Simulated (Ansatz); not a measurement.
# Localised basis functions on P6_3/mmc (COD entry) Sr2MgAl3, size series (48 atoms), part 2 of 3

Aim: test how closely localised support functions follow the reference on P6_3/mmc (COD entry) Sr2MgAl3, size series (48 atoms), and at what cost. A setting counts as converged where the r.m.s. difference of forces stays under 1 % of the r.m.s. force.

Ansatz 0.2.0; Kohn-Sham DFT, PBE, PAW (set soft_2), plane waves.

So far. Step 4 (Support functions medium): Forces differ from the reference by 0.25 meV/Å r.m.s., 0.12 % of their size, well within a tolerance of 1 %. It took 0.56 times the reference's time (shared host, so rough). Step 5 (Support functions low): Forces differ from the reference by 0.28 meV/Å r.m.s., 0.13 % of their size, well within a tolerance of 1 %. It took 0.52 times the reference's time (shared host, so rough).

### Step 6. Support functions high

The cell is solved in localised support functions. The level high gives here a grid of 60×60×48 points and a radius of 5.52 Å. Besides, the program derives a nominal cutoff of 420 eV for this run, against the reference's 750.

This step: Kohn-Sham DFT, PBE, PAW (set soft_2), localised support functions (high) (Ansatz 0.2.0).

input.yaml reads:

```yaml
crystal:
  lattice:
    - [12.7398, 0.0, 0.0]
    - [-6.3699, 11.03299, 0.0]
    - [0.0, 0.0, 10.14]
  atoms:
    [... the 48 atom lines of step 2 ...]
kpoints:
  mp_grid: { grid: [2, 2, 2] }
hamiltonian:
  xc: pbe
scf:
  occupations: { method: methfessel_paxton, width: 0.15 }
  eigensolver: { kind: { support_functions: { accuracy: high } } }
  max_iter: 150
output:
  forces: true
```

On the command line:

```bash
> ansatz run input.yaml --threads 4 --pin off --max-ram 8192MiB --backend cpu --events-out ev --progress --plain --runs-dir out
```

The log of the run:

```text
[...]
Crystal: 48 atoms, lattice volume = 1425.259 Å³
Basis set: ecut = 420 eV, 27825 PW (Γ), exchange–correlation on 180×180×144 points (8 copies of the dense FFT grid, shifted against one another)
Bands: 188, of which v1, the nominal top of the filled ones, is band 156 counted from 1 (155 counted from 0)
Symmetry: 1 space group operations
k-points: 8
[...]
Eigensolver: Support functions (high, 60×60×48 points, laid for a spacing of at most 0.220337 Å, radius 5.524615 Å, 2 species' potentials softened for the grid, 3 wholly corrected for its errors in the mean over positions, 3 with the egg-box correction, energy correction by stochastic trace)
[...]
SCF iter   1: F=—  HF=-84985.821009 eV  |F-HF|=—  |Δ(HF+E_count)|=         —  Δρ=1.41e-2  dr2=8.63e0  ethr=1.00e-1
[...]
SCF iter  12: F=—  HF=-85002.910293 eV  |F-HF|=—  |Δ(HF+E_count)|=   1.83e-4  S|Δr|=    0.00e0  Δρ=1.23e-6  dr2=2.90e-8  ethr=2.50e-11  κ⁻¹=2.0e-8(r=7)
SCF iter  13: F=-85002.910367 eV  HF=-85002.910367 eV  |F-HF|=2.91e-11  |Δ(HF+E_count)|=   7.46e-5  S|Δr|=    0.00e0  Δρ=4.73e-7  dr2=3.53e-9  ethr=9.28e-12
SCF 1 converged in 13 iterations: F = -85002.911974 eV  dr2 = 3.53e-9
[...]
SCF converged after 13 iterations
[...]
Free energy (F): -85002.911974 eV
[...]
Internal energy: -85002.936782 eV  (E = F + TS)
E sigma→0 (E₀):  -85002.918176 eV
Entropy (-TS):   0.024808 eV (0.517 meV/atom)
Fermi energy:    5.535099 eV
[...]
Σ components = -85002.911974   (vs F -85002.911974, Δ=0.00e0)
--- Forces (eV/Å), atoms counted from 1 ---
  atom   1  Sr    -0.15078783     0.10286920     0.09077188
  atom   2  Sr     0.14285286    -0.20077692     0.24856916
  atom   3  Sr    -0.03434926    -0.28494708    -0.20475135
  atom   4  Sr    -0.25746586    -0.06590611    -0.21767326
[...]
atom  48  Al    -0.01028185     0.05369628     0.28152627
  max |Σ_I F_I| component: 4.48e-4 eV/Å
--- Band table (eV; the first three rows and the last of 8) ---
[...]
```

The job ended after 2.6 min (4 threads of Arm Neoverse V2, shared host; peak memory 3.8 GiB).

Keys that differ from the reference: basis.ecutwfc removed, support_functions.accuracy = "high" and scf.max_iter = 150.

Forces differ from the reference by 0.054 meV/Å r.m.s., 0.026 % of their size, well within a tolerance of 1 %. It took 1.5 times the reference's time (shared host, so rough).

### Step 7. Support functions medium, spacing 0.444 Å

The grid spacing sets how fine a wave the support functions can hold. The typed value is an upper bound: the grid laid has 30×30×24 points, 0.425 Å apart at most. Besides, the program derives a nominal cutoff of 420 eV for this run, against the reference's 750.

This step: Kohn-Sham DFT, PBE, PAW (set soft_2), localised support functions (medium) (Ansatz 0.2.0).

input.yaml, the sections that differ from step 6:

```yaml
scf:
  occupations: { method: methfessel_paxton, width: 0.15 }
  eigensolver: { kind: { support_functions: { accuracy: medium, spacing: 0.444 } } }
  max_iter: 150
# crystal, kpoints, hamiltonian, output: as in step 6
```

The log of the run:

```text
[...]
Crystal: 48 atoms, lattice volume = 1425.259 Å³
Basis set: ecut = 420 eV, 27825 PW (Γ), exchange–correlation on 180×180×144 points (8 copies of the dense FFT grid, shifted against one another)
Bands: 188, of which v1, the nominal top of the filled ones, is band 156 counted from 1 (155 counted from 0)
Symmetry: 1 space group operations
k-points: 8
[...]
SCF iter   1: F=—  HF=-84949.453910 eV  |F-HF|=—  |Δ(HF+E_count)|=         —  Δρ=3.71e-2  dr2=1.08e1  ethr=1.00e-1
[...]
SCF iter  11: F=-85025.424703 eV  HF=-85025.424704 eV  |F-HF|=1.79e-7  |Δ(HF+E_count)|=   2.36e-3  S|Δr|=    0.00e0  Δρ=7.15e-6  dr2=8.24e-7  ethr=9.43e-10
SCF 1 converged in 11 iterations: F = -85025.460713 eV  dr2 = 8.24e-7
[...]
SCF converged after 11 iterations
[...]
Free energy (F): -85025.460713 eV
[...]
Internal energy: -85025.474988 eV  (E = F + TS)
E sigma→0 (E₀):  -85025.464282 eV
Entropy (-TS):   0.014275 eV (0.297 meV/atom)
Fermi energy:    5.509740 eV
[...]
--- Forces (eV/Å), atoms counted from 1 ---
  atom   1  Sr     2.28743678    -3.81775933     1.15973552
  atom   2  Sr    -1.96814577     1.16383081     2.72734632
  atom   3  Sr     3.64552192     1.08731685     0.71825075
  atom   4  Sr     4.32222177     0.43674138    -0.06617479
  atom   5  Mg    -0.27373710    -1.06919620    -2.66004632
  atom   6  Mg    -0.71562428     0.23925369     0.88938974
  atom   7  Al    -0.05695357    -0.08950645     0.24373082
  atom   8  Al     0.08259465    -0.02516591     0.08000438
  atom   9  Al    -0.11043605     0.01902481    -0.25092961
  atom  10  Al     0.04593642     0.35039954     0.57631616
  atom  11  Al    -0.18619367     0.07848017     0.29895387
  atom  12  Al     0.32305767    -0.23855163    -0.50149769
  atom  13  Sr    -1.88896585    -3.94790561     1.02798293
  atom  14  Sr     2.59299364     3.29391924     2.21201126
[...]
atom  47  Al    -0.06832376    -0.06215018    -0.01009701
  atom  48  Al     0.01165603     0.05039124     0.29369025
  max |Σ_I F_I| component: 2.00e1 eV/Å
--- Band table (eV; the first three rows and the last of 8) ---
[...]
```

The job ended after 30 s (4 threads; peak memory 1.5 GiB; 1.8 min of CPU time).

The program notes that the forces don't sum to zero within tolerance and the grid leaves an egg-box force.

Forces differ from the reference by 1600 meV/Å r.m.s., 760 % of their size, far over a tolerance of 1 %; the energy by -470 meV/atom. It took 0.29 times the reference's time (shared host, so rough). The setting is coarser than the default on purpose.

### Step 8. Support functions medium, spacing 0.37 Å

The grid spacing sets how fine a wave the support functions can hold. The typed value is an upper bound: the grid laid has 36×36×30 points, 0.354 Å apart at most. Besides, the program derives a nominal cutoff of 420 eV for this run, against the reference's 750.

input.yaml, the sections that differ from step 7:

```yaml
scf:
  occupations: { method: methfessel_paxton, width: 0.15 }
  eigensolver: { kind: { support_functions: { accuracy: medium, spacing: 0.37 } } }
  max_iter: 150
# crystal, kpoints, hamiltonian, output: as in step 7
```

The log of the run:

```text
[...]
Crystal: 48 atoms, lattice volume = 1425.259 Å³
Basis set: ecut = 420 eV, 27825 PW (Γ), exchange–correlation on 180×180×144 points (8 copies of the dense FFT grid, shifted against one another)
Bands: 188, of which v1, the nominal top of the filled ones, is band 156 counted from 1 (155 counted from 0)
Symmetry: 1 space group operations
k-points: 8
[...]
SCF iter   1: F=—  HF=-84982.263854 eV  |F-HF|=—  |Δ(HF+E_count)|=         —  Δρ=1.79e-2  dr2=8.28e0  ethr=1.00e-1
[...]
SCF iter  11: F=-85004.454265 eV  HF=-85004.454265 eV  |F-HF|=1.12e-8  |Δ(HF+E_count)|=   3.46e-7  S|Δr|=    0.00e0  Δρ=1.36e-6  dr2=4.03e-8  ethr=3.66e-10
SCF 1 converged in 11 iterations: F = -85004.484957 eV  dr2 = 4.03e-8
[...]
SCF converged after 11 iterations
[...]
Free energy (F): -85004.484957 eV
[...]
Internal energy: -85004.509532 eV  (E = F + TS)
E sigma→0 (E₀):  -85004.491101 eV
Entropy (-TS):   0.024575 eV (0.512 meV/atom)
Fermi energy:    5.532884 eV
[...]
--- Forces (eV/Å), atoms counted from 1 ---
  atom   1  Sr    -0.07400402    -0.00724040     0.01276807
  atom   2  Sr     0.06410964    -0.15046624     0.12880624
  atom   3  Sr     0.12526674    -0.24167737    -0.18305902
  atom   4  Sr    -0.07810317    -0.05544561    -0.18186394
  atom   5  Mg     0.12634184     0.09880444     0.05312795
  atom   6  Mg     0.04577350    -0.11868334    -0.43986852
  atom   7  Al    -0.05869870    -0.06655839     0.23702078
  atom   8  Al     0.08908075    -0.02781408     0.07706173
  atom   9  Al    -0.09064487    -0.00260610    -0.23177202
  atom  10  Al     0.03600780     0.33911127     0.56058786
  atom  11  Al    -0.19048158     0.08979246     0.28914037
  atom  12  Al     0.32925822    -0.23469509    -0.50451806
  atom  13  Sr     0.12188459     0.29154235     0.27447396
  atom  14  Sr    -0.03515540    -0.08872055     0.44028755
[...]
atom  47  Al    -0.03778639    -0.04021417    -0.00741789
  atom  48  Al    -0.01059510     0.05262798     0.28352939
  max |Σ_I F_I| component: 7.29e-1 eV/Å
--- Band table (eV; the first three rows and the last of 8) ---
[...]
```

It took 33 s on 4 threads; peak memory 1.6 GiB.

Forces differ from the reference by 53 meV/Å r.m.s., 25 % of their size, far over a tolerance of 1 %; the energy by -33 meV/atom. It took 0.32 times the reference's time (shared host, so rough). The setting is coarser than the default on purpose.

### Step 9. Support functions medium, spacing 0.321 Å

The grid spacing sets how fine a wave the support functions can hold. The typed value is an upper bound: the grid laid has 48×48×36 points, 0.282 Å apart at most. Besides, the program derives a nominal cutoff of 420 eV for this run, against the reference's 750.

input.yaml, the sections that differ from step 8:

```yaml
scf:
  occupations: { method: methfessel_paxton, width: 0.15 }
  eigensolver: { kind: { support_functions: { accuracy: medium, spacing: 0.321 } } }
  max_iter: 150
# crystal, kpoints, hamiltonian, output: as in step 8
```

The log of the run:

```text
[...]
Crystal: 48 atoms, lattice volume = 1425.259 Å³
Basis set: ecut = 420 eV, 27825 PW (Γ), exchange–correlation on 180×180×144 points (8 copies of the dense FFT grid, shifted against one another)
Bands: 188, of which v1, the nominal top of the filled ones, is band 156 counted from 1 (155 counted from 0)
Symmetry: 1 space group operations
k-points: 8
[...]
SCF iter   1: F=—  HF=-84984.971348 eV  |F-HF|=—  |Δ(HF+E_count)|=         —  Δρ=1.39e-2  dr2=8.30e0  ethr=1.00e-1
[...]
SCF iter  11: F=-85002.912258 eV  HF=-85002.912258 eV  |F-HF|=1.55e-7  |Δ(HF+E_count)|=   1.35e-3  S|Δr|=    0.00e0  Δρ=4.19e-6  dr2=2.14e-7  ethr=4.62e-10
SCF 1 converged in 11 iterations: F = -85002.937291 eV  dr2 = 2.14e-7
[...]
SCF converged after 11 iterations
[...]
Free energy (F): -85002.937291 eV
[...]
Internal energy: -85002.962314 eV  (E = F + TS)
E sigma→0 (E₀):  -85002.943547 eV
Entropy (-TS):   0.025023 eV (0.521 meV/atom)
Fermi energy:    5.535671 eV
[...]
--- Forces (eV/Å), atoms counted from 1 ---
  atom   1  Sr    -0.15098047     0.10313267     0.08774557
  atom   2  Sr     0.14309880    -0.20092471     0.24630110
  atom   3  Sr    -0.03364309    -0.28517320    -0.20523117
  atom   4  Sr    -0.25792292    -0.06539818    -0.21663162
  atom   5  Mg     0.13612662     0.11323365     0.03543963
  atom   6  Mg     0.05350123    -0.12073994    -0.43766076
  atom   7  Al    -0.05624730    -0.06473987     0.23529631
  atom   8  Al     0.08569257    -0.03209066     0.07565029
  atom   9  Al    -0.08889064    -0.00290319    -0.23064272
  atom  10  Al     0.03454201     0.33594214     0.56011543
  atom  11  Al    -0.18912424     0.09278260     0.28846445
  atom  12  Al     0.32571519    -0.23264371    -0.50478039
  atom  13  Sr     0.15010315     0.37753081     0.36778982
  atom  14  Sr    -0.11421435    -0.18202654     0.53578709
[...]
atom  47  Al    -0.03870782    -0.03842064    -0.00702089
  atom  48  Al    -0.01112229     0.05403565     0.28165897
  max |Σ_I F_I| component: 4.23e-2 eV/Å
--- Band table (eV; the first three rows and the last of 8) ---
[...]
```

The job ended after 48 s (4 threads; peak memory 2 GiB).

Forces differ from the reference by 2.3 meV/Å r.m.s., 1.1 % of their size, over a tolerance of 1 %; the energy by -0.54 meV/atom. It took 0.47 times the reference's time (shared host, so rough). The setting is coarser than the default on purpose.

### Step 10. Support functions medium, spacing 0.284 Å

The grid spacing sets how fine a wave the support functions can hold. The typed value is an upper bound, and the grid laid (48×48×36 points) is that of the run with spacing 0.321 Å. Besides, the program derives a nominal cutoff of 420 eV for this run, against the reference's 750.

input.yaml, the sections that differ from step 9:

```yaml
scf:
  occupations: { method: methfessel_paxton, width: 0.15 }
  eigensolver: { kind: { support_functions: { accuracy: medium, spacing: 0.284 } } }
  max_iter: 150
# crystal, kpoints, hamiltonian, output: as in step 9
```

The log of the run:

```text
[...]
Crystal: 48 atoms, lattice volume = 1425.259 Å³
Basis set: ecut = 420 eV, 27825 PW (Γ), exchange–correlation on 180×180×144 points (8 copies of the dense FFT grid, shifted against one another)
Bands: 188, of which v1, the nominal top of the filled ones, is band 156 counted from 1 (155 counted from 0)
Symmetry: 1 space group operations
k-points: 8
[...]
SCF iter   1: F=—  HF=-84984.920617 eV  |F-HF|=—  |Δ(HF+E_count)|=         —  Δρ=1.39e-2  dr2=8.30e0  ethr=1.00e-1
[...]
SCF iter  10: F=—  HF=-85002.858096 eV  |F-HF|=—  |Δ(HF+E_count)|=   1.66e-3  S|Δr|=    0.00e0  Δρ=1.02e-5  dr2=1.43e-6  ethr=4.08e-9  κ⁻¹=3.8e-7(r=7)
SCF iter  11: F=-85002.859444 eV  HF=-85002.859444 eV  |F-HF|=1.49e-7  |Δ(HF+E_count)|=   1.35e-3  S|Δr|=    0.00e0  Δρ=4.10e-6  dr2=2.12e-7  ethr=4.59e-10
SCF 1 converged in 11 iterations: F = -85002.884480 eV  dr2 = 2.12e-7
[...]
SCF converged after 11 iterations
[...]
Free energy (F): -85002.884480 eV
[...]
Internal energy: -85002.909501 eV  (E = F + TS)
E sigma→0 (E₀):  -85002.890736 eV
Entropy (-TS):   0.025021 eV (0.521 meV/atom)
Fermi energy:    5.535607 eV
[...]
Σ components = -85002.884480   (vs F -85002.884480, Δ=0.00e0)
--- Forces (eV/Å), atoms counted from 1 ---
  atom   1  Sr    -0.15095976     0.10311698     0.08784814
  atom   2  Sr     0.14336447    -0.20108280     0.24652584
  atom   3  Sr    -0.03400598    -0.28512629    -0.20506108
  atom   4  Sr    -0.25817455    -0.06535511    -0.21654481
[...]
atom  48  Al    -0.01109534     0.05402244     0.28163842
  max |Σ_I F_I| component: 4.14e-2 eV/Å
--- Band table (eV; the first three rows and the last of 8) ---
[...]
```

It took 48 s on 4 threads; peak memory 2 GiB; 3 min of CPU time.

Keys that differ from the reference: basis.ecutwfc removed, support_functions.accuracy = "medium", support_functions.spacing = 0.284 and scf.max_iter = 150.

Forces differ from the reference by 2.3 meV/Å r.m.s., 1.1 % of their size, over a tolerance of 1 %; the energy by +0.56 meV/atom. It took 0.47 times the reference's time (shared host, so rough).

### Step 11. Support functions medium, spacing 0.222 Å

The grid spacing sets how fine a wave the support functions can hold. The typed value is an upper bound: the grid laid has 60×60×48 points, 0.212 Å apart at most. Besides, the program derives a nominal cutoff of 420 eV for this run, against the reference's 750.

input.yaml, the sections that differ from step 10:

```yaml
scf:
  occupations: { method: methfessel_paxton, width: 0.15 }
  eigensolver: { kind: { support_functions: { accuracy: medium, spacing: 0.222 } } }
  max_iter: 150
# crystal, kpoints, hamiltonian, output: as in step 10
```

The log of the run:

```text
[...]
Crystal: 48 atoms, lattice volume = 1425.259 Å³
Basis set: ecut = 420 eV, 27825 PW (Γ), exchange–correlation on 180×180×144 points (8 copies of the dense FFT grid, shifted against one another)
Bands: 188, of which v1, the nominal top of the filled ones, is band 156 counted from 1 (155 counted from 0)
Symmetry: 1 space group operations
k-points: 8
[...]
SCF iter   1: F=—  HF=-84985.310658 eV  |F-HF|=—  |Δ(HF+E_count)|=         —  Δρ=1.39e-2  dr2=8.32e0  ethr=1.00e-1
[...]
SCF iter  10: F=—  HF=-85002.886459 eV  |F-HF|=—  |Δ(HF+E_count)|=   1.71e-3  S|Δr|=    0.00e0  Δρ=6.93e-6  dr2=1.41e-6  ethr=1.88e-9  κ⁻¹=9.2e-8(r=7)
SCF iter  11: F=-85002.886459 eV  HF=-85002.886459 eV  |F-HF|=5.10e-8  |Δ(HF+E_count)|=   2.22e-8  S|Δr|=    0.00e0  Δρ=3.61e-6  dr2=1.36e-7  ethr=4.53e-10
SCF 1 converged in 11 iterations: F = -85002.912140 eV  dr2 = 1.36e-7
[...]
SCF converged after 11 iterations
[...]
Free energy (F): -85002.912140 eV
[...]
Internal energy: -85002.937146 eV  (E = F + TS)
E sigma→0 (E₀):  -85002.918392 eV
Entropy (-TS):   0.025006 eV (0.521 meV/atom)
Fermi energy:    5.535478 eV
[...]
Σ components = -85002.912140   (vs F -85002.912140, Δ=0.00e0)
--- Forces (eV/Å), atoms counted from 1 ---
  atom   1  Sr    -0.15068413     0.10298060     0.09071169
  atom   2  Sr     0.14306489    -0.20044896     0.24814838
  atom   3  Sr    -0.03416959    -0.28490756    -0.20409534
  atom   4  Sr    -0.25753695    -0.06583153    -0.21744267
[...]
atom  48  Al    -0.00998016     0.05359409     0.28130493
  max |Σ_I F_I| component: 4.72e-3 eV/Å
--- Band table (eV; the first three rows and the last of 8) ---
[...]
```

Elapsed: 64 s, on 4 threads; peak memory 2.7 GiB; 4 min of CPU time.

Keys that differ from the reference: basis.ecutwfc removed, support_functions.accuracy = "medium", support_functions.spacing = 0.222 and scf.max_iter = 150.

Forces differ from the reference by 0.24 meV/Å r.m.s., 0.11 % of their size, well within a tolerance of 1 %. It took 0.62 times the reference's time (shared host, so rough).

### Step 12. Support functions medium, spacing 0.197 Å

The grid spacing sets how fine a wave the support functions can hold. The typed value is an upper bound: the grid laid has 72×72×54 points, 0.188 Å apart at most. Besides, the program derives a nominal cutoff of 420 eV for this run, against the reference's 750.

input.yaml, the sections that differ from step 11:

```yaml
scf:
  occupations: { method: methfessel_paxton, width: 0.15 }
  eigensolver: { kind: { support_functions: { accuracy: medium, spacing: 0.197 } } }
  max_iter: 150
# crystal, kpoints, hamiltonian, output: as in step 11
```

The log of the run:

```text
[...]
Crystal: 48 atoms, lattice volume = 1425.259 Å³
Basis set: ecut = 420 eV, 27825 PW (Γ), exchange–correlation on 180×180×144 points (8 copies of the dense FFT grid, shifted against one another)
Bands: 188, of which v1, the nominal top of the filled ones, is band 156 counted from 1 (155 counted from 0)
Symmetry: 1 space group operations
k-points: 8
[...]
SCF iter   1: F=—  HF=-84985.393645 eV  |F-HF|=—  |Δ(HF+E_count)|=         —  Δρ=1.39e-2  dr2=8.34e0  ethr=1.00e-1
[...]
SCF iter  10: F=—  HF=-85002.888449 eV  |F-HF|=—  |Δ(HF+E_count)|=   1.71e-3  S|Δr|=    0.00e0  Δρ=7.85e-6  dr2=1.84e-6  ethr=2.35e-9  κ⁻¹=8.5e-8(r=7)
SCF iter  11: F=-85002.888449 eV  HF=-85002.888449 eV  |F-HF|=8.73e-8  |Δ(HF+E_count)|=   1.45e-8  S|Δr|=    0.00e0  Δρ=6.52e-6  dr2=4.55e-7  ethr=5.89e-10
SCF 1 converged in 11 iterations: F = -85002.911750 eV  dr2 = 4.55e-7
[...]
SCF converged after 11 iterations
[...]
Free energy (F): -85002.911750 eV
[...]
Internal energy: -85002.936719 eV  (E = F + TS)
E sigma→0 (E₀):  -85002.917993 eV
Entropy (-TS):   0.024969 eV (0.520 meV/atom)
Fermi energy:    5.535433 eV
[...]
Σ components = -85002.911750   (vs F -85002.911750, Δ=0.00e0)
--- Forces (eV/Å), atoms counted from 1 ---
  atom   1  Sr    -0.15075752     0.10302378     0.09076810
  atom   2  Sr     0.14289240    -0.20086058     0.24816856
  atom   3  Sr    -0.03417179    -0.28499181    -0.20441531
  atom   4  Sr    -0.25784249    -0.06587479    -0.21795717
[...]
atom  48  Al    -0.01004928     0.05347997     0.28130405
  max |Σ_I F_I| component: 1.51e-3 eV/Å
--- Band table (eV; the first three rows and the last of 8) ---
[...]
```

Run time: 88 s. Hardware: 4 threads; peak memory 3.6 GiB; 5.6 min of CPU time.

Keys that differ from the reference: basis.ecutwfc removed, support_functions.accuracy = "medium", support_functions.spacing = 0.197 and scf.max_iter = 150.

Forces differ from the reference by 0.22 meV/Å r.m.s., 0.11 % of their size, well within a tolerance of 1 %. It took 0.86 times the reference's time (shared host, so rough).

(Continued in part 3 of 3.)

[Long decimals in the printed logs are rounded to 6 places.]

[Logs are printed without paths, hosts, clocks, repeated set-up lines and the standing remarks that a program may print on its own settings, such as how far it seeks lower states.]

[Hosts, paths, dates, database ids (printed as entryN), source tags and the programs' standing remarks are cut or masked in the printed files.]
